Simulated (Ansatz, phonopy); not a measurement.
# MgS (Niningerite, Fm-3m): thermal expansion from first principles, part 2 of 4

Wanted: α(T), C_P(T) and B(T) of MgS (Niningerite) in the quasi-harmonic approximation.

Experimental results on record:
- heat capacity C_P per formula unit 45.6 J/mol/K near room temperature (given in “High-Throughput Prediction of Finite-Temperature Properties using the Quasi-Harmonic Approximation”, 2016, arXiv:1603.06924)

Ansatz 0.2.0; DFT PBEsol, scalar-relativistic, plane waves, PAW.

So far. Step 4 (Relaxing to small residual forces and stress): The residual pressure is 0.0032 GPa, small enough for phonons. Step 5 (Relaxing at another setting): The residual pressure is -5.4e-4 GPa, small enough for phonons. The relaxed cell has a = 5.182 Å (conventional setting).

## Step 6: The quasi-harmonic study, cutoff 550 eV, k-mesh 8×8×8

The study relaxes the crystal at several strains, solves the phonons on some of them and minimises the free energy at each temperature (static energy, vibrations, the electrons in a metal, and PV under a set pressure); the q-mesh sets how far the force constants reach.

File input.yaml:

```yaml
crystal:
  lattice:
    - [0.0, 2.5909905692, 2.5909905692]
    - [2.5909905692, 0.0, 2.5909905692]
    - [2.5909905692, 2.5909905692, 0.0]
  atoms:
    - { symbol: Mg, position: [0.0, 0.0, 0.0] }
    - { symbol: S, position: [0.5, 0.5, 0.5] }
kpoints:
  mp_grid: { grid: [8, 8, 8] }
hamiltonian:
  xc: pbesol
scf:
  occupations: { method: fixed }
output:
  eigenvalues: true
basis:
  ecutwfc: 550.0
phonons:
  method: dfpt
  qmesh: [4, 4, 4]
  temperatures: { t_max: 800.0, t_step: 50 }
  thermal_expansion: {}
```

Run with:

```bash
> ansatz run input.yaml --threads 4 --pin off --max-ram 16384MiB --backend cpu --events-out ev --progress --plain --runs-dir out
```

Numbers of over 12 decimals in the logs are rounded to 6 here.

The program printed:

```text
[...]
Crystal: 2 atoms, lattice volume = 34.788 Å³
Basis set: ecut = 550 eV, 965 PW (Γ), exchange–correlation on 60×60×60 points (8 copies of the dense FFT grid, shifted against one another)
Bands: 12, of which v1, the nominal top of the filled ones, is band 8 counted from 1 (7 counted from 0)
Symmetry: 48 space group operations
[...]
k-points: 29 of 512
[...]
SCF iter   1: F=—  HF=-2799.921256 eV  |F-HF|=—  |Δ(HF+E_count)|=         —  Δρ=3.76e-3  dr2=6.69e-3  ethr=1.77e-3  ⟨swp⟩=5.2  Hψ=1878  notcnv=0  defer=48
[...]
SCF iter   9: F=-2799.918140 eV  HF=-2799.918140 eV  |F-HF|=4.55e-13  |Δ(HF+E_count)|=  1.23e-11  Δρ=1.57e-8  dr2=1.47e-13  ethr=1.00e-12  ⟨swp⟩=7.0  Hψ=1736  notcnv=0
SCF 1 converged in 9 iterations: F = -2799.918140 eV  dr2 = 1.47e-13
[...]
relax step   1: F+E_penalty+E_count = -2799.91814009 eV  Δ(F+E_penalty+E_count) = +0.000e0 eV  max|allowed force component| = 2.482e-30 eV/Å  Δτ_max = 0.0000 Å  (9 SCF iters, accepted)
SCF converged after 9 iterations
Free energy (F): -2799.918140 eV
[...]
Internal energy: -2799.918140 eV  (E = F + TS)
E sigma→0 (E₀):  -2799.918140 eV
Fermi energy:    6.477687 eV
[...]
--- Stress (GPa, compression-positive) ---
       -0.000539       0.000000      -0.000000
        0.000000      -0.000539      -0.000000
        0.000000      -0.000000      -0.000539
  P = ⅓ Tr σ = -0.0005 GPa (-0.005 kbar)
--- Band table (eV; the first three rows and the last of 29) ---
  k-point 0: bands = [... 4 lower, -6.2740, 6.4777, 6.4777, 6.4777, 10.1676, 14.2824, 14.2824, 14.2824]
  k-point 1: bands = [... 4 lower, -6.1174, 5.4014, 6.3724, 6.3724, 10.9719, 13.9730, 14.5378, 14.5378]
  k-point 2: bands = [... 4 lower, -5.6926, 3.6011, 6.1435, 6.1435, 11.3464, 14.1913, 14.1913, 14.7376]
  k-point 28: bands = [... 4 lower, -4.4808, 3.1486, 3.1486, 4.0525, 11.7235, 14.3089, 14.3089, 14.4830]
── thermal expansion: 3 new cells, 3 in all ──
thermal expansion: relaxation of cell 2
thermal expansion: relaxation of cell 3
── thermal expansion: 2 new cells, 5 in all ──
thermal expansion: relaxation of cell 4
thermal expansion: lower-state search of cell 4
thermal expansion: phonons of cell 4
thermal expansion: relaxation of cell 5
thermal expansion: phonons of cell 5
── thermal expansion: 6 new cells, 11 in all ──
thermal expansion: relaxation of cell 6
thermal expansion: relaxation of cell 7
thermal expansion: relaxation of cell 8
thermal expansion: relaxation of cell 9
thermal expansion: relaxation of cell 10
thermal expansion: relaxation of cell 11
thermal expansion: phonons of cell 6
thermal expansion: phonons of cell 7
thermal expansion: phonons of cell 8
--- Relaxed structure (1 steps of the walk, 1 accepted, 0 SCFs on fresh bases) ---
  F+E_penalty+E_count = -2799.91814009 eV   max|allowed force component| = 2.482e-30 eV/Å
  atoms:
    - { symbol: Mg, position: [0.0, 0.0, 0.0] }
    - { symbol: S, position: [0.5, 0.5, 0.5] }
--- Thermal expansion: 11 cells in 3 rounds, 0 GPa ---
  no lower state was reached at cell 4
  without vibrations: a 3.66420, b 3.66420, c 3.66420 Å, V 34.7876 Å³, B 78.12 GPa
  at 0 K: a 3.67459, b 3.67459, c 3.67459 Å, V 35.0843 Å³, B 76.24 GPa
  zero-point expansion: a +0.284, b +0.284, c +0.284, V +0.853 %
      T/K        a/Å        b/Å        c/Å       V/Å³ | expansion of a, b, c, V (1e-6/K)   | that of V in the mean from 25 °C | C_P, C_V (J/mol K of the cell) | B_T, B_S (GPa)
     0.00    3.67459    3.67459    3.67459    35.0843 |    0.00    0.00    0.00    0.00 |   29.48 |     0.000     0.000 |    76.24    76.24
   100.00    3.67552    3.67552    3.67552    35.1109 |    7.72    7.72    7.72   23.16 |   40.56 |    23.784    23.699 |    75.69    75.96
   200.00    3.67978    3.67978    3.67978    35.2332 |   14.24   14.24   14.24   42.73 |   46.69 |    40.903    40.331 |    73.87    74.92
   298.15    3.68542    3.68542    3.68542    35.3954 |   16.66   16.66   16.66   49.99 |       - |    46.404    45.264 |    71.81    73.62
   350.00    3.68869    3.68869    3.68869    35.4896 |   17.48   17.48   17.48   52.43 |   51.32 |    47.946    46.493 |    70.66    72.87
   450.00    3.69538    3.69538    3.69538    35.6831 |   18.74   18.74   18.74   56.21 |   53.53 |    49.916    47.828 |    68.36    71.35
   550.00    3.70252    3.70252    3.70252    35.8903 |   19.87   19.87   19.87   59.60 |   55.52 |    51.305    48.521 |    65.94    69.72
   650.00    3.71009    3.71009    3.71009    36.1110 |   21.02   21.02   21.02   63.05 |   57.46 |    52.486    48.924 |    63.39    68.01
   750.00    3.71813    3.71813    3.71813    36.3461 |   22.27   22.27   22.27   66.81 |   59.45 |    53.625    49.177 |    60.71    66.20
   800.00    3.72233    3.72233    3.72233    36.4696 |   22.95   22.95   22.95   68.86 |   60.48 |    54.211    49.269 |    59.31    65.26
  the static fit leaves 0.000 meV an atom of the energies and, of the stresses, 0.000 GPa of each cell's largest along a strain (root mean squares over the cells), whose Pulay part it has at -0.003 GPa
  vibrations' free energy: its fit leaves 0.0003 meV an atom at the most
  the electrons' free energy at temperature is not in it: every band gap is over 0.83 eV
  free energies summed between the sampled wave vectors
  estimated error of the fitted expansion in any direction: up to 0.111e-6/K, at 800 K (an estimate, not a bound: it was exceeded on models of known expansion)
  by sums over the sampled wave vectors an expansion of the volume parts by up to 0.17e-6/K
  by a static energy of one degree less an expansion of the volume parts by up to 0.08e-6/K
  band gaps on the cells' k-points are 2.555 to 2.785 eV
```

Elapsed: 4.6 min, on 4 threads of Intel Xeon Platinum 8488C (Sapphire Rapids), shared host; peak memory 1.1 GiB.

This step gave:

| Quantity | Value |
| --- | --- |
| volume expansion coefficient at 298 K | 49.99 1e-6/K |
| C_P at 298 K | 23.20 J/mol-atom/K |
| entropy at 298 K | 26.09 J/mol-atom/K |
| isothermal bulk modulus at 298 K | 71.81 GPa |
| Grüneisen parameter at 298 K | 1.690 |
| volume at 298 K | 17.70 Å³/atom |
| principal linear expansion coefficients at 298 K | 16.66, 16.66, 16.66 1e-6/K |

Strained cells of the study; zero-point energy where phonons were solved; the pressures are stresses at a fixed cutoff and can carry an offset from the finite basis. Expansion cells, by row:

```csv
cell,|a| (Å),|b| (Å),|c| (Å),V (Å³/atom),E - E_lowest (meV/atom),"pressure, compression positive (GPa)",gap (eV),zero-point energy (meV/atom)
1,3.664,3.664,3.664,17.39,0,-0.003,2.727,-
2,3.694,3.694,3.694,17.81,2.385,-1.782,2.679,-
3,3.635,3.635,3.635,16.98,2.462,1.957,2.773,-
4,3.664,3.664,3.664,17.4,0,-0.018,2.726,41.74
5,3.683,3.683,3.683,17.66,0.964,-1.151,2.696,40.67
6,3.701,3.701,3.701,17.93,3.803,-2.225,2.666,39.59
7,3.72,3.72,3.72,18.2,8.431,-3.229,2.636,38.52
8,3.739,3.739,3.739,18.48,14.8,-4.17,2.605,37.45
9,3.628,3.628,3.628,16.88,3.825,2.464,2.785,-
10,3.646,3.646,3.646,17.14,0.934,1.186,2.756,-
11,3.769,3.769,3.769,18.92,28.39,-5.544,2.555,-
```

Quasi-harmonic; a, b, c are the run's own cell vectors. Expansion, by row:

```
T (K)  a (Å)  b (Å)  c (Å)  alpha (deg)  beta (deg)  gamma (deg)  cell volume (Å³/cell)  alpha_a (1e-6/K)  alpha_b (1e-6/K)  alpha_c (1e-6/K)  alpha_V (1e-6/K)  C_P (J/mol-atom/K)  C_V (J/mol-atom/K)  S (J/mol-atom/K)  B_T (GPa)  B_S (GPa)  Grueneisen  extrapolation  fit error (1e-6/K)
    0  3.675  3.675  3.675           60          60           60                  35.08                 0                 0                 0                 0                   0                   0                 0      76.24      76.24           -              0                   0
   50  3.675  3.675  3.675           60          60           60                  35.09              1.64              1.64              1.64              4.93               3.074               3.073             0.943      76.19      76.22       1.291              0                   0
  100  3.676  3.676  3.676           60          60           60                  35.11              7.72              7.72              7.72             23.16               11.89               11.85             5.853      75.69      75.96       1.564              0                0.01
  150  3.677  3.677  3.677           60          60           60                  35.16              11.9              11.9              11.9             35.69               17.47               17.32             11.85      74.84       75.5       1.633              0                0.02
  200   3.68   3.68   3.68           60          60           60                  35.23             14.24             14.24             14.24             42.73               20.45               20.17             17.32      73.87      74.92       1.661              0                0.03
  250  3.683  3.683  3.683           60          60           60                  35.31             15.69             15.69             15.69             47.07               22.16               21.73             22.09      72.84      74.28       1.678              0                0.03
298.1  3.685  3.685  3.685           60          60           60                   35.4             16.66             16.66             16.66             49.99                23.2               22.63             26.09      71.81      73.62        1.69              0                0.02
  300  3.686  3.686  3.686           60          60           60                   35.4              16.7              16.7              16.7             50.09               23.23               22.66             26.23      71.77      73.59       1.691              0                0.02
  350  3.689  3.689  3.689           60          60           60                  35.49             17.48             17.48             17.48             52.43               23.97               23.25             29.87      70.66      72.87       1.703              0                0.01
  400  3.692  3.692  3.692           60          60           60                  35.58             18.14             18.14             18.14             54.41               24.52               23.64             33.11      69.53      72.12       1.715              0                0.02
  450  3.695  3.695  3.695           60          60           60                  35.68             18.74             18.74             18.74             56.21               24.96               23.91             36.02      68.36      71.35       1.726              0                0.04
  500  3.699  3.699  3.699           60          60           60                  35.78              19.3              19.3              19.3             57.91               25.33               24.11             38.67      67.16      70.55       1.738              0                0.05
  550  3.703  3.703  3.703           60          60           60                  35.89             19.87             19.87             19.87              59.6               25.65               24.26              41.1      65.94      69.72       1.751              0                0.06
  600  3.706  3.706  3.706           60          60           60                     36             20.43             20.43             20.43              61.3               25.95               24.37             43.35      64.68      68.88       1.763              0                0.06
  650   3.71   3.71   3.71           60          60           60                  36.11             21.02             21.02             21.02             63.05               26.24               24.46             45.43      63.39      68.01       1.777              0                0.04
  700  3.714  3.714  3.714           60          60           60                  36.23             21.63             21.63             21.63             64.88               26.53               24.53             47.39      62.07      67.12       1.791              0                0.03
  750  3.718  3.718  3.718           60          60           60                  36.35             22.27             22.27             22.27             66.81               26.81               24.59             49.23      60.71       66.2       1.805              0                0.06
  800  3.722  3.722  3.722           60          60           60                  36.47             22.95             22.95             22.95             68.86               27.11               24.64             50.97      59.31      65.26       1.821              0                0.11
```

Table of expansion coefficient by temperature; values in 1e-6/K:

```csv
temperature (K),volume,principal 1
0,0,0
50,4.93,1.64
100,23.2,7.72
150,35.7,11.9
200,42.7,14.2
250,47.1,15.7
298,50.0,16.7
300,50.1,16.7
350,52.4,17.5
400,54.4,18.1
450,56.2,18.7
500,57.9,19.3
550,59.6,19.9
600,61.3,20.4
650,63.0,21.0
700,64.9,21.6
750,66.8,22.3
800,68.9,22.9
```

At 298 K the volume expansion is 50.0 × 10⁻⁶/K and B_T is 71.8 GPa.

## Step 7: Quasi-harmonic fit by phonopy

This step: DFT PBEsol, scalar-relativistic, plane waves, PAW (phonopy 4.10.0).

This step gave:

| Quantity | Value |
| --- | --- |
| volume expansion coefficient at 300 K | 49.96 1e-6/K |
| isothermal bulk modulus at 300 K | 71.79 GPa |
| C_P at 300 K | 23.29 J/mol-atom/K |
| Grüneisen parameter at 300 K | 1.687 |

Energy (each curve on its own zero) against volume; values in meV/atom:

| volume (Å³/atom) | static | F at 0 K | F at 300 K | F at 800 K |
| --- | --- | --- | --- | --- |
| 17.397 | 0 | 2.14 | 4.41 | 10.9 |
| 17.660 | 0.96 | 2.04 | 3.24 | 6.59 |
| 17.928 | 3.8 | 3.8 | 3.86 | 3.98 |
| 18.200 | 8.43 | 7.36 | 6.23 | 3.01 |
| 18.475 | 14.8 | 12.7 | 10.3 | 3.57 |

Phonopy-qha, vinet fit of F(V) at each temperature. Qha vinet, by row:

| T (K) | fitted volume (Å³/atom) | alpha_V (1e-6/K) | B_T (GPa) | C_P (J/mol-atom/K) | Grueneisen |
| --- | --- | --- | --- | --- | --- |
| 100 | 17.56 | 22.04 | 75.7 | 11.4 | 1.489 |
| 150 | 17.58 | 34.78 | 74.86 | 17.34 | 1.592 |
| 200 | 17.62 | 42.28 | 73.89 | 20.47 | 1.644 |
| 250 | 17.66 | 46.84 | 72.86 | 22.21 | 1.67 |
| 300 | 17.7 | 49.96 | 71.79 | 23.29 | 1.687 |
| 350 | 17.74 | 52.36 | 70.68 | 24.02 | 1.701 |
| 400 | 17.79 | 54.37 | 69.54 | 24.57 | 1.714 |
| 450 | 17.84 | 56.18 | 68.37 | 25 | 1.726 |
| 500 | 17.89 | 57.91 | 67.17 | 25.36 | 1.738 |
| 550 | 17.95 | 59.6 | 65.94 | 25.68 | 1.751 |
| 600 | 18 | 61.31 | 64.68 | 25.98 | 1.764 |
| 650 | 18.06 | 63.07 | 63.39 | 26.27 | 1.777 |
| 700 | 18.11 | 64.91 | 62.07 | 26.55 | 1.791 |
| 750 | 18.17 | 66.84 | 60.71 | 26.83 | 1.806 |

The volume expansion coefficient by temperature; values in 1e-6/K:

| temperature (K) | phonopy-qha, Vinet | Ansatz's own study |
| --- | --- | --- |
| 100 | 22.0 | 23.2 |
| 150 | 34.8 | 35.7 |
| 200 | 42.3 | 42.7 |
| 250 | 46.8 | 47.1 |
| 300 | 50.0 | 50.1 |
| 350 | 52.4 | 52.4 |
| 400 | 54.4 | 54.4 |
| 450 | 56.2 | 56.2 |
| 500 | 57.9 | 57.9 |
| 550 | 59.6 | 59.6 |
| 600 | 61.3 | 61.3 |
| 650 | 63.1 | 63.0 |
| 700 | 64.9 | 64.9 |
| 750 | 66.8 | 66.8 |

The fit gives a volume expansion of 50.0 × 10⁻⁶/K at 300 K, against 50.0 at 298 K from the study itself, whose static fit uses more cells.

(Part 2 of 4 ends here.)

[Logs are printed without paths, hosts, clocks, repeated set-up lines and the standing remarks that a program may print on its own settings, such as how far it seeks lower states.]

[Hosts, paths, dates, database ids (printed as entryN), source tags and the programs' standing remarks are cut or masked in the printed files.]

[A step with changed settings may run another functional than the one named; its input shows which.]
